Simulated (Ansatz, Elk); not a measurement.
# In2O (model structure): optical spectrum from first principles, part 2 of 2

Aim: the dielectric function of In2O (model structure), and the optical constants that follow from it. The cell was made here by substitution or stacking, whether or not such a phase is known. It was built so: All S replaced by O and Tl replaced by In in the P-3m1 structure of Tl2S. The cell is first relaxed with Ansatz.

Elk 11.2.3 (patched build); DFT, PBEsol, all-electron APW+lo, Dirac cores, scalar-relativistic bands, independent-particle optical response without local fields.

So far: The starting structure; Relaxation.

**3. Ground state**

First the ground state: is it a metal or has it a gap?

This step: DFT, PBEsol, all-electron APW+lo, Dirac cores, scalar-relativistic bands, ground state (Elk 11.2.3 (patched build)).

Contents of elk.in:

```
tasks
  0
  120

xctype
  22

nempty
  10

lorbcnd
  .true.

rgkmax
  7.0

swidth
  0.0018375

maxscl
  100

epsengy
  1e-05

sppath
  './'

avec
  6.0820312834 0.0000000000 0.0000000000
  -3.0410156417 5.2671935980 0.0000000000
  0.0000000000 0.0000000000 12.2247456298

atoms
  2
  'In.in'
  2
  0.6666666667 0.3333333333 0.2393179784   0.000 0.000 0.000
  0.3333333333 0.6666666667 0.7606820216   0.000 0.000 0.000
  'O.in'
  1
  0.0000000000 1.0000000000 0.0000000000   0.000 0.000 0.000

ngridk
  7 7 3

vkloff
  0.5000 0.5000 0.5000
```

On the command line:

```
> OMP_NUM_THREADS=2 elk
```

Numbers of over 12 decimals in the logs are rounded to 6 here.

The log of the run:

```text
┌─────────────────────────┐
│ Elk code version 11.2.3 │
└─────────────────────────┘

All units are atomic (Hartree, Bohr, etc.)

┌─────────────────────────────────────────────────┐
│ Ground-state run starting from atomic densities │
└─────────────────────────────────────────────────┘

Lattice vectors :
   6.082031283       0.000000000       0.000000000
  -3.041015642       5.267193598       0.000000000
   0.000000000       0.000000000       12.22474563

Reciprocal lattice vectors :
   1.033073494      0.5964452597      -0.000000000
   0.000000000       1.192890519       0.000000000
   0.000000000      -0.000000000      0.5139726827

Unit cell volume      :    391.6226142
Brillouin zone volume :   0.6333909341

Muffin-tin inner radius fraction :   0.1000000000E-01

Nuclei treated as point charges

Species : 1 (In)
 parameters loaded from : In.in
 name : indium
 nuclear charge    :   -49.00000000
 electronic charge :    49.00000000
 atomic mass :    209300.4102
 muffin-tin radius :    2.600000000
 number of radial points in muffin-tin :   1193
 inner part over the whole radius :   0.9943151076E-02
 number on inner part of muffin-tin    :    850
 approximate nuclear radius :   0.8768807633E-04
 number of mesh points to nuclear radius :    427
 atomic positions (lattice), magnetic fields (Cartesian) :
  1 :  -0.33333333  0.33333333  0.23931798    0.00000000  0.00000000  0.00000000
  2 :   0.33333333 -0.33333333 -0.23931798    0.00000000  0.00000000  0.00000000

Species : 2 (O)
 parameters loaded from : O.in
 name : oxygen
 nuclear charge    :   -8.000000000
 electronic charge :    8.000000000
 atomic mass :    29165.12205
 muffin-tin radius :    1.800000000
 number of radial points in muffin-tin :    593
 inner part over the whole radius :   0.9958443124E-02
 number on inner part of muffin-tin    :    408
 approximate nuclear radius :   0.5115538663E-04
 number of mesh points to nuclear radius :    173
 atomic positions (lattice), magnetic fields (Cartesian) :
  1 :   0.00000000  0.00000000  0.00000000    0.00000000  0.00000000  0.00000000

Total number of atoms per unit cell :    3
Total muffin-tin volume :    171.6733778
 ratio of muffin-tin to unit cell volume :   0.4383643118

Spin treatment :
 spin-unpolarised

Number of Bravais lattice symmetries :   24
Number of crystal symmetries         :   12
Crystal has inversion symmetry
Real symmetric eigensolver will be used

k-point grid :      7     7     3
k-point offset :   0.5000000000      0.5000000000      0.5000000000
k-point set is reduced with full crystal symmetry group
Total number of k-points :       44

Muffin-tin radius times maximum |G+k| :    7.000000000
 using average radius
Maximum |G+k| for APW functions       :    3.000000000
Maximum (1/2)|G+k|²                   :    4.500000000
Maximum |G| for potential and density :    12.00000000
Constant for pseudocharge density :    8
 order of it for each species :   15  15
 order of it for pair densities of each species (exact exchange by exxq0 0: 15) :   12   4
Radial integration step length :    1

G-vector grid sizes :     24    24    48
Number of G-vectors :    11393

Maximum angular momentum used for
 APW functions            :    8
 outer part of muffin-tin :    6
 inner part of muffin-tin :    2

Total nuclear charge    :   -106.0000000
Total core charge       :    62.00000000
Total valence charge    :    44.00000000
Total excess charge     :    0.000000000
Total electronic charge :    106.0000000

Effective Wigner radius, rₛ :   0.9590128562

Number of empty states         :     30
Total number of valence states :     53
Total number of core states    :     62

Conduction state local-orbitals added automatically
Third-order local-orbitals added for an l without core states : F
Total number of local-orbitals :    186

Exchange-correlation functional :     22     0     0
 PBEsol, Phys. Rev. Lett. 100, 136406 (2008)
 gradient requirement :    1
 generalised gradient approximation (GGA)

Smearing type :    3
 Fermi-Dirac
Smearing width :   0.1837500000E-02
Effective electronic temperature (K) :    580.2366081

Mixing type :    3
 Broyden mixing, J. Phys. A: Math. Gen. 17, L317 (1984)

Kohn-Sham potential initialised from atomic data

┌──────────────────────────────┐
│ Self-consistent loop started │
└──────────────────────────────┘

┌─────────────────┐
│ Loop number : 1 │
└─────────────────┘

Energies :
 Fermi                       :     0.90248268673464E-01
 sum of occupied eigenvalues :     -7127.7224517152
 electron kinetic            :      12428.693543688
 core electron kinetic       :      11991.225037308
 Coulomb                     :     -23942.075601832
 Coulomb potential           :     -19126.865257452
 nuclear-nuclear             :     -1231.8802517751
 electron-nuclear            :     -26322.419478465
 Hartree                     :      3612.2241284075
 Madelung                    :     -14378.642973106
 xc potential                :     -429.55073795099
 exchange                    :     -316.85694018279
 correlation                 :     -6.278914
 electron entropic           :    -0.21993980937209E-03
 total energy                :     -11836.518132633

Density of states at Fermi energy :    20.21471662
 (states/Hartree/unit cell)

Estimated indirect band gap :   0.3333501185E-02
 from k-point 16 to k-point 37
Estimated direct band gap   :   0.2577361031E-01
 at k-point 32

Charges :
 core                        :    62.00000000
 valence                     :    44.00000000
 interstitial                :    3.531923494
 muffin-tins (core leakage)
  species : 1 (In)
   atom 1                    :    47.13426067     (  0.1354114833E-03)
   atom 2                    :    47.13426067     (  0.1354114833E-03)
  species : 2 (O)
   atom 1                    :    8.199555169     ( -0.2724551682E-06)
 total in muffin-tins        :    102.4680765
 total calculated charge     :    105.9972122
 total charge                :    106.0000000
 error                       :   0.2787816638E-02

┌─────────────────┐
│ Loop number : 2 │
└─────────────────┘

Energies :
 Fermi                       :     0.91257757707843E-01
 sum of occupied eigenvalues :     -7127.6752286461
 electron kinetic            :      12428.696881738
 core electron kinetic       :      11991.204507435
 Coulomb                     :     -23942.103898966
 Coulomb potential           :     -19126.844530720
 nuclear-nuclear             :     -1231.8802517751
 electron-nuclear            :     -26322.489912989
 Hartree                     :      3612.2662657974
 Madelung                    :     -14378.681633606
 xc potential                :     -429.52757966351
 exchange                    :     -316.84847414742
 correlation                 :     -6.279040
 electron entropic           :    -0.21749779415534E-03
 total energy                :     -11836.534748621

Density of states at Fermi energy :    19.87139902
 (states/Hartree/unit cell)

Estimated indirect band gap :   0.3493551775E-02
 from k-point 16 to k-point 37
Estimated direct band gap   :   0.2552376780E-01
 at k-point 32

Charges :
 core                        :    62.00000000
 valence                     :    44.00000000
 interstitial                :    3.543751648
 muffin-tins (core leakage)
  species : 1 (In)
   atom 1                    :    47.13845768     (  0.1352907833E-03)
   atom 2                    :    47.13845768     (  0.1352907833E-03)
  species : 2 (O)
   atom 1                    :    8.179332991     ( -0.2724346420E-06)
 total in muffin-tins        :    102.4562484
 total calculated charge     :    105.9972247
 total charge                :    106.0000000
 error                       :   0.2775263463E-02

RMS change in Kohn-Sham potential (target) :   0.8482755227     (  0.1000000000E-05)
Absolute change in total energy (target)   :   0.1661598802E-01 (  0.1000000000E-04)

[... 15 loops left out ...]

┌──────────────────┐
│ Loop number : 18 │
└──────────────────┘

Energies :
 Fermi                       :     0.197534
 sum of occupied eigenvalues :     -7119.2079372241
 electron kinetic            :      12429.855641007
 core electron kinetic       :      11991.430768280
 Coulomb                     :     -23943.105323297
 Coulomb potential           :     -19124.616686016
 nuclear-nuclear             :     -1231.8802517751
 electron-nuclear            :     -26326.512892362
 Hartree                     :      3615.2878208396
 Madelung                    :     -14380.796980289
 xc potential                :     -424.44689221524
 exchange                    :     -316.65757609216
 correlation                 :     -6.284802
 electron entropic           :    -0.20391974023009E-03
 total energy                :     -11836.192264691

Density of states at Fermi energy :    18.40546156
 (states/Hartree/unit cell)

Estimated indirect band gap :   0.4738637039E-02
 from k-point 22 to k-point 10
Estimated direct band gap   :   0.1348613285E-01
 at k-point 44

Charges :
 core                        :    62.00000000
 valence                     :    44.00000000
 interstitial                :    3.836533669
 muffin-tins (core leakage)
  species : 1 (In)
   atom 1                    :    47.30037835     (  0.1301541441E-03)
   atom 2                    :    47.30037835     (  0.1301541441E-03)
  species : 2 (O)
   atom 1                    :    7.562709628     ( -0.2721798742E-06)
 total in muffin-tins        :    102.1634663
 total calculated charge     :    105.9976676
 total charge                :    106.0000000
 error                       :   0.2332367069E-02

RMS change in Kohn-Sham potential (target) :   0.6212268676E-07 (  0.1000000000E-05)
Absolute change in total energy (target)   :   0.4714378520E-05 (  0.1000000000E-04)

Convergence targets achieved

┌──────────────────┐
│ Loop number : 19 │
└──────────────────┘

Energies :
 Fermi                       :     0.197534
 sum of occupied eigenvalues :     -7119.2079360879
 electron kinetic            :      12429.855640990
 core electron kinetic       :      11991.430767986
 Coulomb                     :     -23943.105322074
 Coulomb potential           :     -19124.616685339
 nuclear-nuclear             :     -1231.8802517751
 electron-nuclear            :     -26326.512890577
 Hartree                     :      3615.2878202781
 Madelung                    :     -14380.796979404
 xc potential                :     -424.44689173807
 exchange                    :     -316.65757604100
 correlation                 :     -6.284802
 electron entropic           :    -0.20391975721370E-03
 total energy                :     -11836.192263434

Density of states at Fermi energy :    18.40546342
 (states/Hartree/unit cell)

Estimated indirect band gap :   0.4738634924E-02
 from k-point 22 to k-point 10
Estimated direct band gap   :   0.1348613244E-01
 at k-point 44

Charges :
 core                        :    62.00000000
 valence                     :    44.00000000
 interstitial                :    3.836533704
 muffin-tins (core leakage)
  species : 1 (In)
   atom 1                    :    47.30037836     (  0.1301541427E-03)
   atom 2                    :    47.30037836     (  0.1301541427E-03)
  species : 2 (O)
   atom 1                    :    7.562709579     ( -0.2721802592E-06)
 total in muffin-tins        :    102.1634663
 total calculated charge     :    105.9976676
 total charge                :    106.0000000
 error                       :   0.2332367071E-02

┌──────────────────────────────┐
│ Self-consistent loop stopped │
└──────────────────────────────┘

Warning : core states of species 1 leak from the muffin-tin :   0.1301541427E-03

Wrote STATE.OUT
```

It took 29 s on 2 threads of Arm Neoverse V2, shared host; peak memory 0.09 GiB.

Numbers from this step:

```
total energy           : -11836 Ha
Fermi energy           : 5.375 eV
DOS at the Fermi level : 0.6764 states/eV/cell
```

There are states at the Fermi level within the smearing, so the occupations stay smeared and the carriers get a Drude term.

**4. Independent particles**

The spectrum is a sum over vertical transitions between filled and empty bands at the fixed density, so many empty bands are needed.

This step: DFT, PBEsol, all-electron APW+lo, Dirac cores, scalar-relativistic bands, independent-particle optical response without local fields (Elk 11.2.3 (patched build)).

elk.in: that of step 3 with these lines changed.

```diff
@@ -1,4 +1,10 @@
 tasks
-  0
-  120
+  121
+
+optcomp
+  1 1
+  3 3
+
+intraband
+  .true.
 
@@ -17,9 +23,7 @@
 swidth
-  0.0018375
+  0.0055124
 
-maxscl
-  100
-
-epsengy
-  1e-05
+wplot
+  400 100 0
+  0.0 0.55124
```

On the command line:

```
> OMP_NUM_THREADS=2 elk
```

The log of the run:

```text
┌─────────────────────────────────┐
│ Elk code version 11.2.3 started │
└─────────────────────────────────┘

Info(readinput): the functional depends on the density's gradient
 muffin-tin radial points multiplied by    2.00000
 (not where nrmtscf is given)

┌────────────────────┐
│ Current task : 121 │
└────────────────────┘

Info(dielectric):
 dielectric tensor written to EPSILON_ij.OUT
 optical conductivity written to SIGMA_ij.OUT
 plasma frequency written to PLASMA_ij.OUT
 for components
  i = 1, j = 1
  i = 3, j = 3

┌──────────────────┐
│ Elk code stopped │
└──────────────────┘
```

The job ended after 1.6 s (2 threads; peak memory 0.03 GiB; 3.3 s of CPU time).

Numbers from this step:

```
Drude plasma energy, first axis : 3.982 eV
```

The Im ε has structure finer than the step of the table below, so its rows give means over 0.5 eV, whole bins alone (the curve runs from 0.3 to 15.0 eV). Peaks (eV: height): E ∥ x 1.61: 23.6, 2.92: 12.1; E ∥ z 1.54: 15.4, 2.29: 9.78, 3.34: 15.7.

Sum at mesh points, not converged in k. The Im ε by photon energy; means over each step:

```csv
photon energy (eV),E ∥ x,E ∥ z
1.0,22.2,22.6
1.5,19.2,14.1
2.0,14.1,8.83
2.5,8.95,8.32
3.0,10.9,9.24
3.5,8.82,12.8
4.0,7.60,9.08
4.5,4.70,6.83
5.0,4.52,6.25
5.5,3.89,5.40
6.0,3.58,4.99
6.5,3.10,4.63
7.0,2.70,3.24
7.5,2.21,2.03
8.0,2.09,1.76
8.5,1.95,1.62
9.0,1.78,1.36
9.5,1.88,1.72
10.0,1.58,1.47
10.5,1.17,1.31
11.0,1.14,1.10
11.5,1.04,0.998
12.0,0.836,1.02
12.5,0.815,1.23
13.0,0.780,0.668
13.5,0.604,0.389
14.0,0.722,0.379
14.5,0.728,0.464
```

Values under 1 per cm are given as 1; sum at mesh points, not converged in k. The absorption coefficient by photon energy:

```csv
photon energy (eV),E ∥ x (1/cm),E ∥ z (1/cm)
0.487,4.8e5,4.1e5
1.012,4.4e5,4.4e5
1.500,4.6e5,4.4e5
1.988,6.6e5,4.3e5
2.513,5.2e5,4.5e5
3.000,7.9e5,4.7e5
3.487,8.9e5,9.5e5
4.013,1.0e6,9.6e5
4.500,9.0e5,9.2e5
4.987,9.5e5,9.1e5
5.513,8.3e5,1.1e6
6.000,1.0e6,1.1e6
6.487,9.8e5,1.2e6
7.013,1.0e6,1.4e6
7.500,9.6e5,1.1e6
7.987,9.4e5,1.0e6
8.512,1.0e6,1.0e6
9.000,8.9e5,8.5e5
9.488,1.0e6,9.9e5
10.012,1.0e6,1.0e6
10.500,9.2e5,1.0e6
10.988,9.5e5,9.9e5
11.512,9.8e5,9.3e5
12.000,7.9e5,8.4e5
12.488,7.5e5,1.1e6
13.012,7.9e5,9.8e5
13.500,6.1e5,6.1e5
13.988,6.3e5,4.3e5
14.512,7.0e5,4.4e5
```

The loss function −Im 1/ε at q → 0 has structure finer than the step of the table below, so its rows give means over 0.5 eV, whole bins alone (the curve runs from 0.3 to 15.0 eV). Peaks (eV: height): E ∥ x 13.35: 1.55, 14.51: 1.30; E ∥ z 11.78: 1.13, 13.54: 2.71.

Sum at mesh points, not converged in k. Loss function −Im 1/ε at q → 0 against energy loss; means over each step:

```csv
energy loss (eV),E ∥ x,E ∥ z
1.0,0.0343,0.0334
1.5,0.0513,0.0657
2.0,0.0624,0.109
2.5,0.106,0.114
3.0,0.0899,0.0867
3.5,0.105,0.0778
4.0,0.111,0.107
4.5,0.167,0.137
5.0,0.188,0.154
5.5,0.237,0.166
6.0,0.234,0.184
6.5,0.282,0.178
7.0,0.314,0.176
7.5,0.388,0.261
8.0,0.440,0.383
8.5,0.469,0.434
9.0,0.541,0.651
9.5,0.509,0.555
10.0,0.554,0.612
10.5,0.762,0.679
11.0,0.838,0.837
11.5,0.915,0.976
12.0,1.19,0.985
12.5,1.22,0.764
13.0,1.27,1.19
13.5,1.43,2.43
14.0,1.01,1.80
14.5,1.17,1.12
```

Sum at mesh points, not converged in k. Reflectivity at normal incidence against photon energy; read off at these points:

```csv
photon energy (eV),E ∥ x (%),E ∥ z (%)
0.500,87.5,83.3
0.750,79.9,76.1
1.000,65.5,69.0
1.250,59.9,61.7
1.500,52.2,51.8
1.750,60.5,54.1
2.000,58.1,41.0
2.250,54.8,37.6
2.500,39.8,34.7
2.750,41.8,32.5
3.000,48.5,32.2
3.250,46.9,43.1
3.500,49.2,48.6
3.750,44.8,45.1
4.000,48.7,45.1
4.200,53.6,44.8
4.250,52.8,45.9
4.500,46.4,42.1
4.750,39.5,41.9
5.000,42.2,35.9
5.250,41.8,43.1
5.500,31.1,41.6
5.750,37.8,38.0
5.888,41.9,40.0
6.000,41.1,38.0
6.250,35.7,41.5
6.500,34.5,41.5
6.750,35.9,47.0
7.000,35.5,52.6
7.088,34.8,53.5
7.250,35.4,51.9
7.500,32.3,47.6
7.750,29.3,45.3
8.000,28.3,38.9
8.250,27.2,36.2
8.500,29.6,37.8
8.750,26.0,38.1
9.000,22.4,24.8
9.250,24.5,22.8
9.500,24.0,24.5
9.750,28.9,29.6
10.000,27.5,25.9
10.250,31.8,26.5
10.312,32.6,27.0
10.500,26.9,28.2
10.750,21.9,26.1
11.000,24.6,27.4
11.250,20.0,22.6
11.500,25.0,21.9
11.625,26.0,22.3
11.750,23.3,19.5
12.000,17.5,15.0
12.250,17.1,15.5
12.500,14.8,22.6
12.750,14.2,31.0
12.938,14.9,34.9
13.000,15.4,34.5
13.250,15.0,32.7
13.500,10.5,24.2
13.750,7.55,15.1
14.000,6.65,9.05
14.250,8.92,6.72
14.500,10.4,5.17
14.750,8.01,5.18
```

Optical constants at common wavelengths, from n + ik = √ε:

```csv
wavelength (nm),n x,k x,R (%) x,1/α x,n z,k z,R (%) z,1/α z
1550,2.25,5.304,76.7,23 nm,2.85,5.792,76.4,21 nm
633,2.28,3.316,58.1,15 nm,1.85,2.239,43.7,23 nm
532,1.71,2.658,52.5,16 nm,2.33,2.086,39.6,20 nm
450,2.42,2.228,41.9,16 nm,2.46,1.618,32.5,22 nm
405,2.06,2.518,47.6,13 nm,2.80,1.498,32.8,22 nm
308,1.67,2.475,49.7,9.9 nm,1.94,2.358,45.3,10 nm
193,1.05,1.485,34.5,10 nm,1.20,1.881,42.6,8.2 nm
```

A polished face would reflect 45 % of daylight and look faintly yellow (CIE x = 0.335, y = 0.349 under D65).

**5. What came out**

| Item | Value |
| --- | --- |
| Drude plasma energy, first axis | 3.98 eV |

**Reading.** At this level (PBEsol, independent particles) In2O is a metal with a Drude plasma energy of 4.0 eV. The mesh is too coarse to trust the carriers' weight, the reflectivity or the colour to better than tens of per cent. The cell shrank by 6.8 % in volume. Along x the bare Drude plasma energy is 4.0 eV; Re ε first rises through zero at 1.39 eV, far lower, because interband transitions screen the carriers. Im ε is 16 there, so the loss peak at that energy is weak. A polished face would reflect 45 % of daylight and look faintly yellow (CIE x = 0.335, y = 0.349 under D65). The carriers' damping of 0.15 eV is typed, not computed; at 0.8 eV the carriers give 19 % of Im ε along the first axis; the rest comes from the sum over bands, which at low energy also holds close bands and the noise of the mesh. Spin-orbit coupling is left out although heavy atoms are present. The sum runs over mesh points 0.32 Å⁻¹ apart with no interpolation, so peaks are partly noise of the mesh, and the Drude plasma energy, a sum over the Fermi surface, isn't converged. Besides steps told in other documents, this task had 3 runs with a known fault of program or setting; those not told in a step above aren't shown.

[Machine, clock and banner lines and Python warnings are left out of the logs.]

[Logs are printed without paths, hosts, clocks, repeated set-up lines and the standing remarks that a program may print on its own settings, such as how far it seeks lower states.]

[Hosts, paths, dates, database ids (printed as entryN), source tags and the programs' standing remarks are cut or masked in the printed files.]
